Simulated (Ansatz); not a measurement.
# Ca3PbS3O, from a guessed structure to a relaxed one

Starting from a made-up structure for Ca3PbS3O, the aim is the relaxed cell, its shortest contacts and, where a second run follows, its electronic structure.

Calculated with Ansatz 0.2.0; DFT, PBEsol, plane-wave PAW, files of the set soft_1, scalar-relativistic, no spin, cell and ions relaxed at zero pressure; PAW set soft_1, in the first sound run; inputs show where later runs differ.

## (1) Set-up

The structure is orthorhombic, space group Pmmm (No. 47). The conventional cell has a = 3.973 Å, b = 5.754 Å, c = 8.028 Å, α = 90.00°, β = 90.00°, γ = 90.00°. Nearest to Pb lie 4 S at 2.64 Å. Nearest to Ca lie 2 O at 2.74 Å and 4 S at 2.88 to 2.91 Å. Nearest to Ca lie 6 S at 2.88 to 3.02 Å. Nearest to S lie 2 Pb at 2.64 Å and 4 Ca at 2.88 to 3.02 Å. Nearest to S lie 6 Ca at 2.88 to 2.91 Å. O has 4 Ca at 2.74 Å nearest. Farther neighbours and most contacts between anions are not listed.

## (2) Relaxing cell and atoms

The guessed cell has no reason to be at equilibrium. It is relaxed with the atoms, within the space group of the guess.

File input.yaml:

```yaml
crystal:
  lattice:
    - [3.973, 0.0, 0.0]
    - [0.0, 5.754, 0.0]
    - [0.0, 0.0, 8.028]
  atoms:
    - { symbol: Pb, position: [0.0, 0.0, 0.0] }
    - { symbol: Ca, position: [0.5, 0.5, 0.7647] }
    - { symbol: Ca, position: [0.0, 0.0, 0.5] }
    - { symbol: Ca, position: [0.5, 0.5, 0.2353] }
    - { symbol: S, position: [0.5, 0.0, 0.2161] }
    - { symbol: S, position: [0.5, 0.0, 0.7839] }
    - { symbol: S, position: [0.0, 0.5, 0.5] }
    - { symbol: O, position: [0.0, 0.5, 0.0] }
kpoints:
  mp_grid: { grid: [7, 5, 4] }
scf:
  occupations: { method: fermi_dirac, width: 0.05 }
hamiltonian:
  xc: pbesol
  pseudopotentials: { kind: paw, azcp: { folder: soft_1 }, xc_functional: pbe }
relax:
  f_tol: 0.015
  max_steps: 70
  cell: {}
output:
  forces: true
  stress: true
```

On the command line:

```
$ ansatz run input.yaml --threads 4 --pin off --max-ram 10240MiB --backend cpu --events-out ev --progress --plain --runs-dir out
```

Numbers of over 12 decimals in the logs are rounded to 6 here.

Log:

```text
Engine: ansatz 0.2.0, x86_64-unknown-linux-gnu
Pseudopotentials: kind: paw
Pseudopotential: Pb, paw, valence charge 14, recommended cutoff 420 eV (normal), soft_1/Pb.paw.azcp
Pseudopotential: Ca, paw, valence charge 10, recommended cutoff 420 eV (normal), soft_1/Ca.paw.azcp
Pseudopotential: S, paw, valence charge 6, recommended cutoff 420 eV (normal), soft_1/S.paw.azcp
Pseudopotential: O, paw, valence charge 6, recommended cutoff 420 eV (normal), soft_1/O.paw.azcp
Functional definition: PBEsol
  exchange = pbesol_x
  correlation = pbesol_c
Crystal: 8 atoms, lattice volume = 183.525 Å³
Basis set: ecut = 420 eV, 3605 PW (Γ), exchange–correlation on 54×80×108 points (8 copies of the dense FFT grid, shifted against one another)
Bands: 42, of which v1, the nominal top of the filled ones, is band 34 counted from 1 (33 counted from 0)
Symmetry: 8 space group operations
Space group: Pmmm (ITA 47), of the structure as read, at distance tolerance 5.7e-5 Å
k-points: 36 of 140
Non-local potential: Pb, projectors of the file, l = 0: 2, l = 1: 2, l = 2: 2, l = 3: 1
Non-local potential: Ca, projectors of the file, l = 0: 3, l = 1: 2, l = 2: 2
Non-local potential: S, projectors of the file, l = 0: 2, l = 1: 2, l = 2: 1
Non-local potential: O, projectors of the file, l = 0: 2, l = 1: 2, l = 2: 1
PAW form: soft (Blöchl's): semilocal exchange-correlation on the pseudo side does not see the compensation charge
PAW frozen core: Pb, regenerated for the run's functional, and the local potential with it (the file was generated under x = pbe(κ = 0.804, μ = 0.219515), c = pbe(β = 0.066725))
PAW frozen core: Ca, regenerated for the run's functional, and the local potential with it (the file was generated under x = pbe(κ = 0.804, μ = 0.219515), c = pbe(β = 0.066725))
PAW frozen core: S, regenerated for the run's functional, and the local potential with it (the file was generated under x = pbe(κ = 0.804, μ = 0.219515), c = pbe(β = 0.066725))
PAW frozen core: O, regenerated for the run's functional, and the local potential with it (the file was generated under x = pbe(κ = 0.804, μ = 0.219515), c = pbe(β = 0.066725))
PAW one-centre angular grid: Pb, 590 points (default); XC on 64 Gauss nodes
PAW one-centre angular grid: Ca, 110 points (default); XC on 64 Gauss nodes
PAW one-centre angular grid: S, 110 points (default); XC on 64 Gauss nodes
PAW one-centre angular grid: O, 110 points (default); XC on 64 Gauss nodes
Initial density: superposition of atomic densities (chi_scale 0.1, normalization cell, long waves kept (reshape's long-wave potential 0.35 eV rms))
Initial wavefunctions: pseudopotential atomic-orbital guess
Functional: x = pbesol(κ = 0.804, μ = 0.123457), c = pbesol(β = 0.046)
SCF iter   1: F=—  HF=-20377.711560 eV  |F-HF|=—  |Δ(HF+E_count)|=         —  Δρ=1.92e-1  dr2=2.04e2  ethr=3.10e-3  ⟨swp⟩=15.8  Hψ=10180  notcnv=0
preconditioner: auto → Kerker (q_TF=auto, 2.312 Å⁻¹)  [metal: Δε(μ)=0.003 eV  Ē_g=8.135 eV  σ=0.050 eV  W_gap=0.01  n_scr=38 (ndim 8)  ℏωp=18.2 eV  f_vac=0.000  D(μ)=11.30/eV (n_scr^D=110)]
SCF iter   2: F=—  HF=-20367.361190 eV  |F-HF|=—  |Δ(HF+E_count)|=    1.04e1  Δρ=4.53e-2  dr2=1.09e1  ethr=3.10e-3  ⟨swp⟩=7.2  Hψ=4537  notcnv=0  defer=6
SCF iter   3: F=—  HF=-20365.850806 eV  |F-HF|=—  |Δ(HF+E_count)|=    1.51e0  Δρ=2.07e-2  dr2=4.44e0  ethr=3.10e-3  ⟨swp⟩=4.9  Hψ=3336  notcnv=0  defer=64
SCF iter   4: F=—  HF=-20365.020887 eV  |F-HF|=—  |Δ(HF+E_count)|=   8.30e-1  Δρ=1.30e-2  dr2=1.56e0  ethr=3.10e-3  ⟨swp⟩=5.7  Hψ=3775  notcnv=0  defer=68
SCF iter   5: F=—  HF=-20364.767789 eV  |F-HF|=—  |Δ(HF+E_count)|=   2.53e-1  Δρ=7.86e-3  dr2=4.69e-1  ethr=2.30e-3  ⟨swp⟩=5.5  Hψ=2839  notcnv=0  defer=67
SCF iter   6: F=—  HF=-20364.687089 eV  |F-HF|=—  |Δ(HF+E_count)|=   8.07e-2  Δρ=4.17e-3  dr2=1.60e-1  ethr=6.90e-4  ⟨swp⟩=5.6  Hψ=2399  notcnv=0  defer=70
SCF iter   7: F=—  HF=-20364.654770 eV  |F-HF|=—  |Δ(HF+E_count)|=   3.23e-2  Δρ=1.90e-3  dr2=2.62e-2  ethr=2.35e-4  ⟨swp⟩=5.9  Hψ=2746  notcnv=0  defer=71
SCF iter   8: F=—  HF=-20364.650323 eV  |F-HF|=—  |Δ(HF+E_count)|=   4.45e-3  Δρ=9.88e-4  dr2=8.81e-3  ethr=3.86e-5  ⟨swp⟩=3.7  Hψ=2138  notcnv=0  defer=66
SCF iter   9: F=—  HF=-20364.648451 eV  |F-HF|=—  |Δ(HF+E_count)|=   1.87e-3  Δρ=5.87e-4  dr2=2.64e-3  ethr=1.29e-5  ⟨swp⟩=3.0  Hψ=1781  notcnv=0  defer=65
SCF iter  10: F=—  HF=-20364.647741 eV  |F-HF|=—  |Δ(HF+E_count)|=   7.09e-4  Δρ=1.12e-4  dr2=3.78e-5  ethr=3.88e-6  ⟨swp⟩=3.5  Hψ=2151  notcnv=0  defer=64
SCF iter  11: F=—  HF=-20364.647751 eV  |F-HF|=—  |Δ(HF+E_count)|=   9.45e-6  Δρ=4.35e-5  dr2=5.39e-6  ethr=5.56e-8  ⟨swp⟩=3.1  Hψ=2724  notcnv=0  defer=64
SCF iter  12: F=—  HF=-20364.647750 eV  |F-HF|=—  |Δ(HF+E_count)|=   8.51e-7  Δρ=1.67e-5  dr2=6.00e-7  ethr=7.92e-9  ⟨swp⟩=2.2  Hψ=2458  notcnv=0  defer=63
SCF iter  13: F=-20364.647750 eV  HF=-20364.647750 eV  |F-HF|=2.46e-8  |Δ(HF+E_count)|=   1.07e-8  Δρ=5.77e-6  dr2=7.75e-8  ethr=1.47e-10  ⟨swp⟩=4.0  Hψ=6374  notcnv=0
SCF 1 converged in 13 iterations: F = -20364.647750 eV  dr2 = 7.75e-8
  greatest PAW one-centre occupation: 0.995 electrons in one spin orbital (limit 2), on the Ca atom at site 3 (counted from 0), in its partial waves of l = 0
relax step   1: F+E_penalty+E_count = -20364.64774999 eV  Δ(F+E_penalty+E_count) = +0.000e0 eV  max|allowed force component| = 3.150e0 eV/Å  Δτ_max = 0.0000 Å  P = -1.780 GPa  Ω = 183.525 Å³  (13 SCF iters, dr2 threshold 1.00e-7 eV, accepted)
Crystal: 8 atoms, lattice volume = 180.169 Å³
Basis set: ecut = 420 eV, 3541 PW (Γ), exchange–correlation on 54×80×108 points (8 copies of the dense FFT grid, shifted against one another)
Initial density: handed on by an earlier stage of this run
Initial wavefunctions: those handed on with the density
iter 1 solved again at ethr=1.52e-4 eV; its pass at ethr=3.10e-3 eV (dr2=1.04e-1 eV) is discarded
SCF iter   1: F=—  HF=-20365.728913 eV  |F-HF|=—  |Δ(HF+E_count)|=         —  Δρ=5.17e-3  dr2=1.11e-1  ethr=1.52e-4  ⟨swp⟩=2.4  Hψ=10112  notcnv=0
preconditioner: auto → Resta (q_TF=auto, 2.319 Å⁻¹)  ε∞=3.1  [insulator: Δε(μ)=2.062 eV  Ē_g=15.092 eV  σ=0.050 eV  W_gap=1.00  n_scr=38 (ndim 8)  ℏωp=21.8 eV  f_vac=0.000  D(μ)=0.00/eV (n_scr^D=0)  ε∞_Penn≈3.1]
SCF iter   2: F=—  HF=-20365.701243 eV  |F-HF|=—  |Δ(HF+E_count)|=   2.77e-2  Δρ=2.42e-3  dr2=1.60e-2  ethr=1.52e-4  ⟨swp⟩=4.0  Hψ=2716  notcnv=0  defer=1
SCF iter   3: F=—  HF=-20365.697102 eV  |F-HF|=—  |Δ(HF+E_count)|=   4.14e-3  Δρ=6.14e-4  dr2=7.09e-4  ethr=2.36e-5  ⟨swp⟩=2.8  Hψ=2605  notcnv=0  defer=1
SCF iter   4: F=—  HF=-20365.697085 eV  |F-HF|=—  |Δ(HF+E_count)|=   1.64e-5  Δρ=9.91e-5  dr2=1.50e-5  ethr=1.04e-6  ⟨swp⟩=2.1  Hψ=2179  notcnv=0  defer=2
SCF iter   5: F=—  HF=-20365.697093 eV  |F-HF|=—  |Δ(HF+E_count)|=   7.74e-6  Δρ=2.37e-5  dr2=9.33e-7  ethr=2.20e-8  ⟨swp⟩=2.3  Hψ=2283  notcnv=0  defer=2
SCF iter   6: F=-20365.697094 eV  HF=-20365.697094 eV  |F-HF|=7.79e-9  |Δ(HF+E_count)|=   3.28e-7  Δρ=6.18e-6  dr2=6.64e-8  ethr=1.18e-9  ⟨swp⟩=5.0  Hψ=5376  notcnv=0
SCF 2 converged in 6 iterations: F = -20365.697094 eV  dr2 = 6.64e-8
  greatest PAW one-centre occupation: 0.995 electrons in one spin orbital (limit 2), on the Ca atom at site 2 (counted from 0), in its partial waves of l = 0
relax step   2: F+E_penalty+E_count = -20365.69709355 eV  Δ(F+E_penalty+E_count) = -1.049e0 eV  max|allowed force component| = 1.262e0 eV/Å  Δτ_max = 0.1971 Å  P = -2.778 GPa  Ω = 180.169 Å³  energy of the carried Pulay correction = +1.147e-3 eV  (6 SCF iters, dr2 threshold 8.00e-7 eV, accepted)
Crystal: 8 atoms, lattice volume = 168.801 Å³
Basis set: ecut = 420 eV, 3325 PW (Γ), exchange–correlation on 54×80×108 points (8 copies of the dense FFT grid, shifted against one another)
iter 1 solved again at ethr=6.05e-4 eV; its pass at ethr=3.10e-3 eV (dr2=4.12e-1 eV) is discarded
SCF iter   1: F=—  HF=-20366.081955 eV  |F-HF|=—  |Δ(HF+E_count)|=         —  Δρ=6.63e-3  dr2=4.08e-1  ethr=6.05e-4  ⟨swp⟩=1.4  Hψ=9862  notcnv=0
preconditioner: auto → Resta (q_TF=auto, 2.345 Å⁻¹)  ε∞=3.2  [insulator: Δε(μ)=1.768 eV  Ē_g=15.112 eV  σ=0.050 eV  W_gap=1.00  n_scr=40 (ndim 8)  ℏωp=22.5 eV  f_vac=0.000  D(μ)=0.00/eV (n_scr^D=0)  ε∞_Penn≈3.2]
SCF iter   2: F=—  HF=-20365.992663 eV  |F-HF|=—  |Δ(HF+E_count)|=   8.93e-2  Δρ=2.84e-3  dr2=4.41e-2  ethr=5.99e-4  ⟨swp⟩=4.0  Hψ=2621  notcnv=0  defer=3
SCF iter   3: F=—  HF=-20365.982095 eV  |F-HF|=—  |Δ(HF+E_count)|=   1.06e-2  Δρ=1.05e-3  dr2=2.58e-3  ethr=6.49e-5  ⟨swp⟩=3.1  Hψ=2499  notcnv=0  defer=88
SCF iter   4: F=—  HF=-20365.981565 eV  |F-HF|=—  |Δ(HF+E_count)|=   5.29e-4  Δρ=2.00e-4  dr2=7.71e-5  ethr=3.79e-6  ⟨swp⟩=2.0  Hψ=1980  notcnv=0  defer=88
SCF iter   5: F=—  HF=-20365.981568 eV  |F-HF|=—  |Δ(HF+E_count)|=   3.17e-6  Δρ=5.69e-5  dr2=6.02e-6  ethr=1.13e-7  ⟨swp⟩=2.0  Hψ=2499  notcnv=0  defer=92
SCF iter   6: F=-20365.981571 eV  HF=-20365.981571 eV  |F-HF|=2.48e-7  |Δ(HF+E_count)|=   2.70e-6  Δρ=1.24e-5  dr2=4.58e-7  ethr=1.18e-9  ⟨swp⟩=5.5  Hψ=5721  notcnv=0
SCF 3 converged in 6 iterations: F = -20365.981571 eV  dr2 = 4.58e-7
relax step   3: F+E_penalty+E_count = -20365.98157086 eV  Δ(F+E_penalty+E_count) = -2.845e-1 eV  max|allowed force component| = 3.432e-1 eV/Å  Δτ_max = 0.1795 Å  P = +0.145 GPa  Ω = 168.801 Å³  energy of the carried Pulay correction = +5.192e-3 eV  (6 SCF iters, dr2 threshold 8.00e-7 eV, accepted)
Crystal: 8 atoms, lattice volume = 169.499 Å³
Basis set: ecut = 420 eV, 3329 PW (Γ), exchange–correlation on 54×80×108 points (8 copies of the dense FFT grid, shifted against one another)
iter 1 solved again at ethr=2.46e-5 eV; its pass at ethr=3.10e-3 eV (dr2=1.68e-2 eV) is discarded
SCF iter   1: F=—  HF=-20366.016622 eV  |F-HF|=—  |Δ(HF+E_count)|=         —  Δρ=1.62e-3  dr2=1.68e-2  ethr=2.46e-5  ⟨swp⟩=2.5  Hψ=9514  notcnv=0
preconditioner: auto → Resta (q_TF=auto, 2.343 Å⁻¹)  ε∞=3.2  [insulator: Δε(μ)=1.852 eV  Ē_g=15.186 eV  σ=0.050 eV  W_gap=1.00  n_scr=38 (ndim 8)  ℏωp=22.5 eV  f_vac=0.000  D(μ)=0.00/eV (n_scr^D=0)  ε∞_Penn≈3.2]
SCF iter   2: F=—  HF=-20366.013674 eV  |F-HF|=—  |Δ(HF+E_count)|=   2.95e-3  Δρ=8.16e-4  dr2=1.95e-3  ethr=2.46e-5  ⟨swp⟩=2.4  Hψ=2122  notcnv=0
SCF iter   3: F=—  HF=-20366.013618 eV  |F-HF|=—  |Δ(HF+E_count)|=   5.61e-5  Δρ=2.97e-4  dr2=1.53e-4  ethr=2.87e-6  ⟨swp⟩=2.0  Hψ=1950  notcnv=0
SCF iter   4: F=—  HF=-20366.013671 eV  |F-HF|=—  |Δ(HF+E_count)|=   5.35e-5  Δρ=6.63e-5  dr2=7.05e-6  ethr=2.26e-7  ⟨swp⟩=2.2  Hψ=2330  notcnv=0
iter 5 did not close the SCF: its close was put off for the readings that it lacked (scf_convergence_deferred on its scf_iter line)
SCF iter   5: F=-20366.013671 eV  HF=-20366.013672 eV  |F-HF|=1.41e-7  |Δ(HF+E_count)|=   5.83e-7  Δρ=2.04e-5  dr2=7.25e-7  ethr=1.04e-8  ⟨swp⟩=2.1  Hψ=2347  notcnv=0
SCF iter   6: F=-20366.013672 eV  HF=-20366.013672 eV  |F-HF|=3.76e-8  |Δ(HF+E_count)|=   6.71e-8  Δρ=5.59e-6  dr2=6.55e-8  ethr=1.07e-9  ⟨swp⟩=3.2  Hψ=5606  notcnv=0
SCF 4 converged in 6 iterations: F = -20366.013672 eV  dr2 = 6.55e-8
relax step   4: F+E_penalty+E_count = -20366.01367157 eV  Δ(F+E_penalty+E_count) = -3.210e-2 eV  max|allowed force component| = 8.630e-2 eV/Å  Δτ_max = 0.0412 Å  P = +0.100 GPa  Ω = 169.499 Å³  energy of the carried Pulay correction = +4.936e-3 eV  (6 SCF iters, dr2 threshold 8.00e-7 eV, accepted)
Crystal: 8 atoms, lattice volume = 169.747 Å³
Basis set: ecut = 420 eV, 3337 PW (Γ), exchange–correlation on 54×80×108 points (8 copies of the dense FFT grid, shifted against one another)
iter 1 solved again at ethr=4.11e-6 eV; its pass at ethr=3.10e-3 eV (dr2=2.79e-3 eV) is discarded
SCF iter   1: F=—  HF=-20366.016768 eV  |F-HF|=—  |Δ(HF+E_count)|=         —  Δρ=9.13e-4  dr2=2.98e-3  ethr=4.11e-6  ⟨swp⟩=2.6  Hψ=8060  notcnv=0
preconditioner: auto → Resta (q_TF=auto, 2.342 Å⁻¹)  ε∞=3.2  [insulator: Δε(μ)=1.852 eV  Ē_g=15.175 eV  σ=0.050 eV  W_gap=1.00  n_scr=38 (ndim 8)  ℏωp=22.4 eV  f_vac=0.000  D(μ)=0.00/eV (n_scr^D=0)  ε∞_Penn≈3.2]
SCF iter   2: F=—  HF=-20366.016117 eV  |F-HF|=—  |Δ(HF+E_count)|=   6.51e-4  Δρ=3.94e-4  dr2=3.75e-4  ethr=4.11e-6  ⟨swp⟩=2.0  Hψ=2620  notcnv=0
SCF iter   3: F=—  HF=-20366.016057 eV  |F-HF|=—  |Δ(HF+E_count)|=   5.99e-5  Δρ=1.15e-4  dr2=2.61e-5  ethr=5.52e-7  ⟨swp⟩=2.2  Hψ=2402  notcnv=0
SCF iter   4: F=—  HF=-20366.016055 eV  |F-HF|=—  |Δ(HF+E_count)|=   2.11e-6  Δρ=2.01e-5  dr2=9.85e-7  ethr=3.84e-8  ⟨swp⟩=2.0  Hψ=2574  notcnv=0
iter 5 did not close the SCF: its close was put off for the readings that it lacked (scf_convergence_deferred on its scf_iter line)
SCF iter   5: F=-20366.016055 eV  HF=-20366.016055 eV  |F-HF|=1.43e-8  |Δ(HF+E_count)|=   4.11e-8  Δρ=7.24e-6  dr2=7.91e-8  ethr=1.45e-9  ⟨swp⟩=2.0  Hψ=1955  notcnv=0
SCF iter   6: F=-20366.016055 eV  HF=-20366.016055 eV  |F-HF|=3.09e-9  |Δ(HF+E_count)|=   1.79e-9  Δρ=1.53e-6  dr2=5.53e-9  ethr=1.16e-10  ⟨swp⟩=2.9  Hψ=5299  notcnv=0
SCF 5 converged in 6 iterations: F = -20366.016055 eV  dr2 = 5.53e-9
relax step   5: F+E_penalty+E_count = -20366.01605483 eV  Δ(F+E_penalty+E_count) = -2.383e-3 eV  max|allowed force component| = 1.976e-2 eV/Å  Δτ_max = 0.0144 Å  P = -0.023 GPa  Ω = 169.747 Å³  energy of the carried Pulay correction = +4.846e-3 eV  (6 SCF iters, dr2 threshold 4.65e-7 eV, accepted)
Crystal: 8 atoms, lattice volume = 169.639 Å³
iter 1 solved again at ethr=4.93e-8 eV; its pass at ethr=3.10e-3 eV (dr2=3.35e-5 eV) is discarded
SCF iter   1: F=—  HF=-20366.016181 eV  |F-HF|=—  |Δ(HF+E_count)|=         —  Δρ=1.12e-4  dr2=3.31e-5  ethr=4.93e-8  ⟨swp⟩=3.0  Hψ=7913  notcnv=0
preconditioner: auto → Resta (q_TF=auto, 2.343 Å⁻¹)  ε∞=3.2  [insulator: Δε(μ)=1.842 eV  Ē_g=15.174 eV  σ=0.050 eV  W_gap=1.00  n_scr=38 (ndim 8)  ℏωp=22.4 eV  f_vac=0.000  D(μ)=0.00/eV (n_scr^D=0)  ε∞_Penn≈3.2]
SCF iter   2: F=—  HF=-20366.016182 eV  |F-HF|=—  |Δ(HF+E_count)|=   1.35e-6  Δρ=5.21e-5  dr2=6.13e-6  ethr=4.86e-8  ⟨swp⟩=2.0  Hψ=2612  notcnv=0
SCF iter   3: F=—  HF=-20366.016172 eV  |F-HF|=—  |Δ(HF+E_count)|=   1.01e-5  Δρ=1.21e-5  dr2=2.66e-7  ethr=9.01e-9  ⟨swp⟩=2.0  Hψ=2617  notcnv=0
iter 4 did not close the SCF: its close was put off for the readings that it lacked (scf_convergence_deferred on its scf_iter line)
SCF iter   4: F=-20366.016172 eV  HF=-20366.016172 eV  |F-HF|=1.24e-10  |Δ(HF+E_count)|=   1.51e-8  Δρ=2.21e-6  dr2=7.31e-9  ethr=3.91e-10  ⟨swp⟩=2.0  Hψ=2492  notcnv=0
iter 5 did not close the SCF: its close was put off for the readings that it lacked (scf_convergence_deferred on its scf_iter line)
SCF iter   5: F=-20366.016172 eV  HF=-20366.016172 eV  |F-HF|=4.58e-10  |Δ(HF+E_count)|=   2.38e-9  Δρ=8.54e-7  dr2=9.31e-10  ethr=1.07e-11  ⟨swp⟩=2.1  Hψ=2244  notcnv=0
SCF iter   6: F=-20366.016172 eV  HF=-20366.016172 eV  |F-HF|=7.28e-12  |Δ(HF+E_count)|=  7.28e-12  Δρ=1.32e-7  dr2=2.68e-11  ethr=1.37e-12  ⟨swp⟩=2.2  Hψ=4428  notcnv=0
SCF 6 converged in 6 iterations: F = -20366.016172 eV  dr2 = 2.68e-11
relax step   6: F+E_penalty+E_count = -20366.01617216 eV  Δ(F+E_penalty+E_count) = -1.173e-4 eV  max|allowed force component| = 6.771e-4 eV/Å  Δτ_max = 0.0018 Å  P = +0.011 GPa  Ω = 169.639 Å³  energy of the carried Pulay correction = +4.885e-3 eV  (6 SCF iters, dr2 threshold 2.44e-8 eV, accepted)
Initial wavefunctions: pseudopotential atomic-orbital guess (no wavefunctions were taken with the density)
iter 1 solved again at ethr=1.68e-6 eV; its pass at ethr=3.10e-3 eV (dr2=1.14e-3 eV) is discarded
SCF iter   1: F=—  HF=-20366.012936 eV  |F-HF|=—  |Δ(HF+E_count)|=         —  Δρ=1.56e-4  dr2=5.88e-6  ethr=1.68e-6  ⟨swp⟩=3.9  Hψ=12721  notcnv=0
eigensolver tolerance schedule: the retry pair's looser diagonalisation over-reported the residual by 193.20 of it (diagonalisation noise at 0.12 of the residual, at the tolerance the schedule requests for it); recorded, not acted on — ethr = c·dr2/N_el stays at c = 1.0e-1
preconditioner: auto → Resta (q_TF=auto, 2.343 Å⁻¹)  ε∞=3.2  [insulator: Δε(μ)=1.842 eV  Ē_g=15.175 eV  σ=0.050 eV  W_gap=1.00  n_scr=38 (ndim 8)  ℏωp=22.4 eV  f_vac=0.000  D(μ)=0.00/eV (n_scr^D=0)  ε∞_Penn≈3.2]
SCF iter   2: F=—  HF=-20366.012946 eV  |F-HF|=—  |Δ(HF+E_count)|=   9.84e-6  Δρ=7.49e-5  dr2=1.18e-6  ethr=8.64e-9  ⟨swp⟩=2.6  Hψ=2451  notcnv=0
SCF iter   3: F=—  HF=-20366.012949 eV  |F-HF|=—  |Δ(HF+E_count)|=   2.88e-6  Δρ=1.18e-5  dr2=3.16e-8  ethr=1.73e-9  ⟨swp⟩=2.0  Hψ=2227  notcnv=0
SCF iter   4: F=—  HF=-20366.012949 eV  |F-HF|=—  |Δ(HF+E_count)|=   8.04e-8  Δρ=9.33e-7  dr2=5.56e-10  ethr=4.64e-11  ⟨swp⟩=2.0  Hψ=2296  notcnv=0
iter 5 did not close the SCF: its close was put off for the readings that it lacked (scf_convergence_deferred on its scf_iter line)
SCF iter   5: F=-20366.012949 eV  HF=-20366.012949 eV  |F-HF|=3.27e-11  |Δ(HF+E_count)|=  3.27e-10  Δρ=1.76e-7  dr2=7.09e-11  ethr=1.00e-12  ⟨swp⟩=2.0  Hψ=1968  notcnv=0
SCF iter   6: F=-20366.012949 eV  HF=-20366.012949 eV  |F-HF|=7.28e-12  |Δ(HF+E_count)|=    0.00e0  Δρ=3.05e-8  dr2=2.38e-12  ethr=1.00e-12  ⟨swp⟩=4.0  Hψ=5407  notcnv=0
SCF 7 converged in 6 iterations: F = -20366.012949 eV  dr2 = 2.38e-12
relax step   7: F+E_penalty+E_count = -20366.01294882 eV  Δ(F+E_penalty+E_count) = +3.223e-3 eV  max|allowed force component| = 6.903e-4 eV/Å  Δτ_max = 0.0000 Å  P = -0.020 GPa  Ω = 169.639 Å³  stress off target by 4.03e-2 GPa  SCF on the basis re-selected at this cell (its energy is not comparable with the rows above)  (6 SCF iters)
basis re-selected at this cell: Δ(F+E_penalty+E_count) = +3.223e-3 eV, ΔP = -0.031 GPa vs the last step (what re-selecting the basis moved, of the pressure what is left beyond the Pulay correction that the steps carried, after the strain that the cell walked since its last selection, with what the two solves' SCF thresholds leave and, on support functions, any second-order correction that the steps lacked; it is no m [...]
SCF converged after 6 iterations
Free energy (F): -20366.012949 eV
Harris-Foulkes:  -20366.012949 eV  (|F-HF|=7.28e-12)
Internal energy: -20366.012949 eV  (E = F + TS)
E sigma→0 (E₀):  -20366.012949 eV
Fermi energy:    8.503202 eV
--- Per-component energies (eV) ---
  E_band       = -425.100045
  E_kinetic    = 1542.569780
  E_local      = -3860.947748  (includes V_loc(G=0)·N_el)
  E_nonlocal   = 735.929918
  E_hartree    = 1334.159751
  E_xc         = -924.693260
  E_vxc        = -958.094226  (∫ρ·V_xc dr)
  E_paw        = -14703.134812  (= ΣΔE_a)
  E_vpaw       = -552.877978  (= ΣTr[D̂ρ^β])
  E_aug_tail   = 0.000714  (compensation charges beyond the density's cutoff)
  E_ewald      = -4490.536982
  E_core_change = 0.639690  (= ΣΔE_core)
  E_smearing   = -0.000000  (= −TS)
  E_closure    = -0.000000  (closes the sum)
  Σ components = -20366.012949   (vs F -20366.012949, Δ=0.00e0)
--- Forces (eV/Å), atoms counted from 1 ---
  atom   1  Pb     0.00000000     0.00000000     0.00000000
  atom   2  Ca     0.00000000     0.00000000     0.00030352
  atom   3  Ca    -0.00000000     0.00000000     0.00000000
  atom   4  Ca    -0.00000000    -0.00000000    -0.00030352
  atom   5  S      0.00000000     0.00000000     0.00069028
  atom   6  S     -0.00000000    -0.00000000    -0.00069028
  atom   7  S      0.00000000     0.00000000     0.00000000
  atom   8  O      0.00000000     0.00000000     0.00000000
  max |Σ_I F_I| component: 3.94e-30 eV/Å
--- Stress (GPa, compression-positive) ---
       -0.007805      -0.000000       0.000000
       -0.000000      -0.040270      -0.000000
        0.000000      -0.000000      -0.011276
  P = ⅓ Tr σ = -0.0198 GPa (-0.198 kbar)
--- Relaxed structure (6 steps of the walk, 6 accepted, 1 SCFs on fresh bases) ---
  F+E_penalty+E_count = -20366.01294882 eV   max|allowed force component| = 6.903e-4 eV/Å   (the final SCF, on the basis selected at the relaxed cell)
  cell:  # Å, volume = 169.6386 Å³
    - [3.879184, 0, 0]
    - [0, 5.508767, 0]
    - [0, 0, 7.938343]
  atoms:
    - { symbol: Pb, position: [0, 0, 0] }
    - { symbol: Ca, position: [0.500000, 0.500000, 0.777285] }
    - { symbol: Ca, position: [0, 0, 0.5] }
    - { symbol: Ca, position: [0.500000, 0.500000, 0.222715] }
    - { symbol: S, position: [0.500000, 0, 0.259139] }
    - { symbol: S, position: [0.500000, 0, 0.740861] }
    - { symbol: S, position: [0, 0.500000, 0.5] }
    - { symbol: O, position: [0, 0.500000, 0] }
```

Run time: 26 s. Hardware: 4 threads of Intel Xeon at 2.60GHz (Ice Lake), shared host; peak memory 0.67 GiB; 92 s of CPU time.

[end of part 1 of 2]

[Logs are printed without paths, hosts, clocks, repeated set-up lines and the standing remarks that a program may print on its own settings, such as how far it seeks lower states.]

[Hosts, paths, dates, database ids (printed as entryN), source tags and the programs' standing remarks are cut or masked in the printed files.]
